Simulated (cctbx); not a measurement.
# A crystallographic session in cctbx: CaOs4C

Library: cctbx 2025.11.

## 1. Energy scan

run.py:

```python
from cctbx import adptbx, crystal, miller, xray
from cctbx.array_family import flex
from cctbx.eltbx import sasaki

cs = crystal.symmetry(unit_cell=(5.918, 5.456, 11.471, 90, 90, 90), space_group_symbol='Hall: -P 2ac 2n')  # Pnma
atoms = [  # label, site, U (iso, or U11 U22 U33 U12 U13 U23 in A^2), occupancy
    ("Os1", (0.8326, 0.9968, 0.9086), 0.0077, 1),
    ("Os2", (0.067, 0.75, 0.4477), 0.0077, 1),
    ("Os3", (0.3853, 0.75, 0.2703), 0.0059, 1),
    ("Ca1", (0.3126, 0.75, 0.8435), 0.0120, 1),
    ("C1", (0.3989, 0.75, 0.4535), 0.0148, 1),
]
xs = xray.structure(crystal_symmetry=cs)
for label, site, u, occ in atoms:
    u = adptbx.u_cif_as_u_star(cs.unit_cell(), u) if isinstance(u, tuple) else u
    xs.add_scatterer(xray.scatterer(label, site=site, u=u, occupancy=occ))
hkl = [(0, 0, 2), (1, 1, 2), (0, 0, 4), (1, 0, 2)]
ms = miller.set(cs, flex.miller_index(hkl + [tuple(-v for v in h) for h in hkl]), anomalous_flag=True)
print("E (eV)    f'(Os)   f''   " + "".join("%16s" % ("|F|" + " ".join(map(str, h))) for h in hkl))
for e in [10271, 10621, 10751, 10811, 10841, 10856, 10863, 10867, 10875, 10879, 10886, 10901, 10931, 11021, 11271]:
    xs.set_inelastic_form_factors(12398.42 / e, "sasaki")
    t = sasaki.table("Os").at_ev(e)
    f = flex.abs(ms.structure_factors_from_scatterers(xs, algorithm="direct").f_calc().data())
    n = len(hkl)
    print("%7.0f %7.2f %6.2f  " % (e, t.fp(), t.fdp()) + "".join("%9.1f/%6.1f" % (f[k], f[k + n]) for k in range(n)))
```

```console
$ python run.py
```

```text
E (eV)    f'(Os)   f''           |F|0 0 2        |F|1 1 2        |F|0 0 4        |F|1 0 2
  10271   -8.86   4.21      153.5/ 153.5     60.5/  60.5     80.8/  80.8    221.9/ 221.9
  10621  -10.64   3.98      149.0/ 149.0     57.8/  57.8     79.4/  79.4    213.7/ 213.7
  10751  -12.06   3.90      145.3/ 145.3     55.6/  55.6     78.3/  78.3    207.1/ 207.1
  10811  -13.44   3.87      141.8/ 141.8     53.5/  53.5     77.2/  77.2    200.7/ 200.7
  10841  -14.81   3.85      138.3/ 138.3     51.5/  51.5     76.2/  76.2    194.4/ 194.4
  10856  -16.16   3.84      134.8/ 134.8     49.4/  49.4     75.1/  75.1    188.2/ 188.2
  10863  -17.37   3.84      131.8/ 131.8     47.6/  47.6     74.2/  74.2    182.6/ 182.6
  10867  -18.64   3.84      128.5/ 128.5     45.7/  45.7     73.2/  73.2    176.7/ 176.7
  10875  -19.25  10.20      129.1/ 129.1     46.8/  46.8     73.2/  73.2    179.0/ 179.0
  10879  -17.66  10.20      133.1/ 133.1     49.1/  49.1     74.4/  74.4    186.1/ 186.1
  10886  -16.30  10.19      136.5/ 136.5     51.1/  51.1     75.5/  75.5    192.2/ 192.2
  10901  -14.85  10.16      140.2/ 140.2     53.2/  53.2     76.6/  76.6    198.7/ 198.7
  10931  -13.40  10.12      143.8/ 143.8     55.3/  55.3     77.7/  77.7    205.2/ 205.2
  11021  -11.63   9.98      148.2/ 148.2     57.8/  57.8     79.0/  79.0    213.1/ 213.1
  11271   -9.60   9.60      153.2/ 153.2     60.7/  60.7     80.6/  80.6    222.0/ 222.0
```

Run time: 0.23 s on 1 thread of Arm Neoverse V2 (shared host), peak memory 0.07 GiB.

[Logs are printed without paths, hosts, clocks, repeated set-up lines and the standing remarks that a program may print on its own settings, such as how far it seeks lower states.]
